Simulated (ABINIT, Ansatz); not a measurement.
# PbO (P4/nmm): bands and cutoff in G0W0 with ABINIT, part 2 of 2

What does each rung of G0W0 on PbO (P4/nmm) cost, and what does it buy?

ABINIT 10.8.3; PBE and many-body steps on it, plane waves. Known limits of the many-body steps: not at the basis limit; no spin-orbit coupling; coarse k mesh.

So far. Step 3 (Screening, 4×4×4 mesh, 73 bands, screening to 76.2 eV): Local fields lower ε∞ by 10 %. On a Γ-centred mesh this coarse the value itself is usually too large, while a short band sum pulls it down. Step 4 (73 bands, 76.2 eV): The gap on the mesh goes from 1.13 eV to 1.17 eV, a correction of +0.04 eV.

The database entry behind the starting cell differs from later determinations by our own check (c about 1 % long), so it need not match the best structure at ambient conditions.

## 6. 177 bands, 141.5 eV

This step: G0W0 on PBE, plane waves, norm-conserving pseudopotentials.

Contents of run.abi:

```
acell 3*1.0 Angstrom
rprim 
  3.960000000000 0.000000000000 0.000000000000
  0.000000000000 3.960000000000 0.000000000000
  0.000000000000 0.000000000000 5.070000000000
ntypat 2
znucl 82 8
natom 4
typat 1 1 2 2
xred 
  0.000000000000 0.500000000000 0.238990104020
  0.500000000000 0.000000000000 0.761009895980
  0.000000000000 0.000000000000 0.000000000000
  0.500000000000 0.500000000000 0.000000000000
pp_dirpath "pseudos"
pseudos "Pb.upf, O.upf"
ecut 42
ngkpt 4 4 4
nshiftk 1
shiftk 0 0 0
kptopt 1
chksymbreak 0
istwfk *1
occopt 1
irdwfk 1
optdriver 4
nband 177
gwcalctyp 0
ecutsigx 42
symsigma 1
nkptgw 2
kptgw 
  0.0000000000 0.0000000000 0.0000000000
  0.5000000000 0.5000000000 0.0000000000
bdgw 
  26 30
  27 30
ecuteps 5.2
irdscr 1
ppmodel 1
indata_prefix "in"
outdata_prefix "out"
tmpdata_prefix "tmp"
```

The run is started by

```console
$ OMP_NUM_THREADS=1 mpirun -n 16 abinit run.abi > log
```

Numbers of over 12 decimals in the logs are rounded to 6 here.

Output:

```text
.Version 10.8.3 of ABINIT. v10.8.2 released Aug 2026.

 Symmetries : space group P4/n m m (#129); Bravais tP (primitive tetrag.)
[... echo of the input left out ...]
== DATASET  1 ==================================================================
-   mpi_nproc: 16, omp_nthreads: 1 (-1 if OMP is not activated)

--- !DatasetInfo
iteration_state: {dtset: 1, }
dimensions: {natom: 4, nkpt: 18, mband: 177, nsppol: 1, nspinor: 1, nspden: 1, mpw: 7032, }
cutoff_energies: {ecut:  42.0, pawecutdg:  -1.0, }
electrons: {nelect:   5.60000000E+01, charge:   0.00000000E+00, occopt:   1.00000000E+00, tsmear:   1.00000000E-02, }

 SIGMA: Calculation of the GW corrections

 Based on a program developped by R.W. Godby, V. Olevano, G. Onida, and L. Reining.
 Incorporated in ABINIT by V. Olevano, G.-M. Rignanese, and M. Torrent.
.Using double precision arithmetic ; gwpc =  8

[... cell and pseudopotentials left out ...]
--------------------------------------------------------------------------------

 ==== K-mesh for the wavefunctions ====
 Number of points in the irreducible wedge :    18
[... list of points left out ...]
 Together with 16 symmetry operations and time-reversal symmetry
 yields    64 points in the full Brillouin Zone.

 ==== Q-mesh for screening function ====
 Number of points in the irreducible wedge :    18
[... list of points left out ...]
 Together with 16 symmetry operations and time-reversal symmetry
 yields    64 points in the full Brillouin Zone.

 vcoul_init : cutoff-mode = AUXILIARY_FUNCTION
 q-points for optical limit:   1
     1)      0.000010    0.000020    0.000030
 setmesh: FFT mesh size selected  =    48x   48x   60
          total number of points  =       138240

 Number of electrons calculated from density =   56.0000; Expected =   56.0000
[...]
number of omega for Sigma on real axis              0
 max omega for Sigma on real axis  [eV]           0.00
 zcut for avoiding poles [eV]                     0.10

 EPSILON^-1 parameters (SCR file):
 dimension of the eps^-1 matrix on file            293
 dimension of the eps^-1 matrix used               293
 number of plane-waves for wavefunctions          6975
 number of bands                                   177
 number of q-points in IBZ                          18
 number of frequencies                               2
 number of real frequencies                          1
 number of imag frequencies                          1

 matrix elements of self-energy operator (all in [eV])

 Perturbative Calculation

--- !SelfEnergy_ee
iteration_state: {dtset: 1, }
kpoint     : [   0.000,    0.000,    0.000, ]
spin       : 1
KS_gap     :    2.411
QP_gap     :    2.860
Delta_QP_KS:    0.449
data: !SigmaeeData |
     Band     E0 <VxcDFT>   SigX SigC(E0)      Z dSigC/dE  Sig(E)    E-E0       E
       26   5.510 -19.674 -24.613   4.855   0.761  -0.313 -19.738  -0.064   5.446
       27   5.510 -19.674 -24.613   4.855   0.761  -0.313 -19.738  -0.064   5.446
       28   7.102 -18.066 -20.585   2.443   0.792  -0.263 -18.126  -0.060   7.042
[...]
--- !SelfEnergy_ee
iteration_state: {dtset: 1, }
kpoint     : [   0.500,    0.500,    0.000, ]
spin       : 1
KS_gap     :    2.115
QP_gap     :    2.122
Delta_QP_KS:    0.007
data: !SigmaeeData |
     Band     E0 <VxcDFT>   SigX SigC(E0)      Z dSigC/dE  Sig(E)    E-E0       E
[...]
29   8.228 -10.090  -6.810  -3.199   0.838  -0.193 -10.022   0.067   8.296
       30   8.228 -10.090  -6.810  -3.199   0.838  -0.193 -10.022   0.067   8.296

== END DATASET(S) ==============================================================
================================================================================

 -outvars: echo values of variables after computation  --------
           etotal      0.0000000000E+00
            nband         177
             nkpt          18
          spgroup         129
 [... the other variables as echoed above ...]

 Calculation completed.
```

The job ended after 10 s (16 MPI ranks of Arm Neoverse V2, shared host; peak memory 5.3 GiB).

This step gave:

* G0W0 gap on the points computed: 1.254 eV
* starting gap on the mesh: 1.126 eV
* k of the valence top: 0, 0, 0
* k of the conduction bottom: 0.5, 0.5, 0
* Z at the valence top: 0.792
* Z at the conduction bottom: 0.838
* least direct G0W0 gap on the computed points: 2.122 eV

Against G0W0 in ABINIT (4×4×4 mesh, 73 bands, screening to 76.2 eV, Godby-Needs plasmon pole), the gap moves by +0.089 eV.

## 7. Screening, 4×4×4 mesh, 393 bands, screening to 217.7 eV

This step: RPA screening on PBE, plane waves, norm-conserving pseudopotentials.

run.abi, as its differences from that of step 6:

```diff
@@ -25,17 +25,8 @@
 irdwfk 1
-optdriver 4
-nband 177
-gwcalctyp 0
-ecutsigx 42
-symsigma 1
-nkptgw 2
-kptgw 
-  0.0000000000 0.0000000000 0.0000000000
-  0.5000000000 0.5000000000 0.0000000000
-bdgw 
-  26 30
-  27 30
-ecuteps 5.2
-irdscr 1
-ppmodel 1
+optdriver 3
+nband 393
+ecuteps 8
+inclvkb 2
+awtr 1
+symchi 1
 indata_prefix "in"
```

Output:

```text
.Version 10.8.3 of ABINIT. v10.8.2 released Aug 2026.

 Symmetries : space group P4/n m m (#129); Bravais tP (primitive tetrag.)
[... echo of the input left out ...]
== DATASET  1 ==================================================================
-   mpi_nproc: 16, omp_nthreads: 1 (-1 if OMP is not activated)

--- !DatasetInfo
iteration_state: {dtset: 1, }
dimensions: {natom: 4, nkpt: 18, mband: 393, nsppol: 1, nspinor: 1, nspden: 1, mpw: 7032, }
cutoff_energies: {ecut:  42.0, pawecutdg:  -1.0, }
[...]
--------------------------------------------------------------------------------
[... chi0 elements left out ...]
 For q-point:  0.000010 0.000020 0.000030
  dielectric constant =   6.2453
  dielectric constant without local fields =   7.1629

  Average fulfillment of the sum rule on Im[epsilon] for q-point    1 :     88.90  [%]
[... wings left out ...]
  q-point number  2        q = ( 0.250000, 0.000000, 0.000000) [r.l.u.]
--------------------------------------------------------------------------------
[... chi0 elements left out ...]
  Average fulfillment of the sum rule on Im[epsilon] for q-point    2 :     94.58  [%]

 [... 16 further q-points ...]
```

Wall time 11 min (16 MPI ranks); peak memory 14 GiB; 3.1 h of CPU time.

Numbers from this step:

* ε∞ with local fields, on this mesh, along the program's q direction: 6.245
* the same without local fields: 7.163
* plasma frequency: 31.16 eV
* plane waves in the screening matrix: 577

## 8. 393 bands, 217.7 eV

This step: G0W0 on PBE, plane waves, norm-conserving pseudopotentials.

run.abi, as its differences from that of step 7:

```diff
@@ -25,8 +25,17 @@
 irdwfk 1
-optdriver 3
+optdriver 4
 nband 393
+gwcalctyp 0
+ecutsigx 42
+symsigma 1
+nkptgw 2
+kptgw 
+  0.0000000000 0.0000000000 0.0000000000
+  0.5000000000 0.5000000000 0.0000000000
+bdgw 
+  26 30
+  27 30
 ecuteps 8
-inclvkb 2
-awtr 1
-symchi 1
+irdscr 1
+ppmodel 1
 indata_prefix "in"
```

Output:

```text
.Version 10.8.3 of ABINIT. v10.8.2 released Aug 2026.

 Symmetries : space group P4/n m m (#129); Bravais tP (primitive tetrag.)
[... echo of the input left out ...]
== DATASET  1 ==================================================================
-   mpi_nproc: 16, omp_nthreads: 1 (-1 if OMP is not activated)

--- !DatasetInfo
iteration_state: {dtset: 1, }
dimensions: {natom: 4, nkpt: 18, mband: 393, nsppol: 1, nspinor: 1, nspden: 1, mpw: 7032, }
cutoff_energies: {ecut:  42.0, pawecutdg:  -1.0, }
[...]
Band     E0 <VxcDFT>   SigX SigC(E0)      Z dSigC/dE  Sig(E)    E-E0       E
[...]
29   8.228 -10.090  -6.810  -3.353   0.837  -0.194 -10.151  -0.061   8.167
       30   8.228 -10.090  -6.810  -3.353   0.837  -0.194 -10.151  -0.061   8.167

== END DATASET(S) ==============================================================
================================================================================

 -outvars: echo values of variables after computation  --------
           etotal      0.0000000000E+00
            nband         393
             nkpt          18
          spgroup         129
 [... the other variables as echoed above ...]

 Calculation completed.
```

It took 58 s on 16 MPI ranks; peak memory 13 GiB; 15 min of CPU time.

Numbers from this step:

- G0W0 gap on the points computed: 1.398 eV
- starting gap on the mesh: 1.126 eV
- k of the valence top: 0, 0, 0
- k of the conduction bottom: 0.5, 0.5, 0
- least direct G0W0 gap on the computed points: 2.281 eV

Against G0W0 in ABINIT (4×4×4 mesh, 177 bands, screening to 141.5 eV, Godby-Needs plasmon pole), the gap moves by +0.144 eV.

## 9. The runs together

Times are wall times on 16 MPI ranks of Arm Neoverse V2, shared host, good to a factor of about two. A run's time includes the screening step that it read.

| run | mesh | bands | screening cutoff (eV) | DFT gap (eV) | gap on the mesh (eV) | direct (eV) | ε∞ used | time |
| --- | --- | --- | --- | --- | --- | --- | --- | --- |
| 73 bands, 76.2 eV | 4×4×4 | 73 | 76.2 | 1.126 | 1.165 | 2.098 | 6.34 | 34 s |
| 177 bands, 141.5 eV | 4×4×4 | 177 | 141.5 | 1.126 | 1.254 | 2.122 | 6.28 | 2.4 min |
| 393 bands, 217.7 eV | 4×4×4 | 393 | 217.7 | 1.126 | 1.398 | 2.281 | 6.25 | 12 min |

## 10. Outcome

```json
{"73 bands, 76.2 eV": "1.165 eV", "177 bands, 141.5 eV": "1.254 eV", "393 bands, 217.7 eV": "1.398 eV", "known limits": "not at the basis limit; no spin-orbit coupling; coarse k mesh"}
```

What this shows: From the first rung to the last the gap moves by +0.23 eV for 22 times the time. The steps are not yet shrinking, so no limit is drawn. In the G0W0 runs levels were corrected at 2 k points alone, so a gap called «on the mesh» is the least over those, and an edge elsewhere would be missed. The 4×4×4 mesh is coarse for this cell, which bears on the long-range parts of exchange and screening. Where an edge is built on 6p states of lead, bismuth or thallium, scalar-relativistic gaps usually stand too wide, by a few tenths to over one eV. The many-body steps are scalar-relativistic: spin-orbit coupling is not in them.

[Paths, hosts, dates, memory and timing lines, banners, echoed tables and standing remarks are left out of the program output.]

[Logs are printed without paths, hosts, clocks, repeated set-up lines and the standing remarks that a program may print on its own settings, such as how far it seeks lower states.]

[Runs of the session that timed out or met a known fault of the program may be left out.]

[Hosts, paths, dates, database ids (printed as entryN), source tags and the programs' standing remarks are cut or masked in the printed files.]

[G0W0 gaps are taken among the corrected bands and points alone; a level outside them can change the order at an edge.]

[Where Ansatz stands beside ABINIT at settings called matched, ABINIT's density can come from a denser mesh and the files from another edition; pairs whose starting gaps differed by over 0.03 eV were left out, so agreement reads better than it is.]
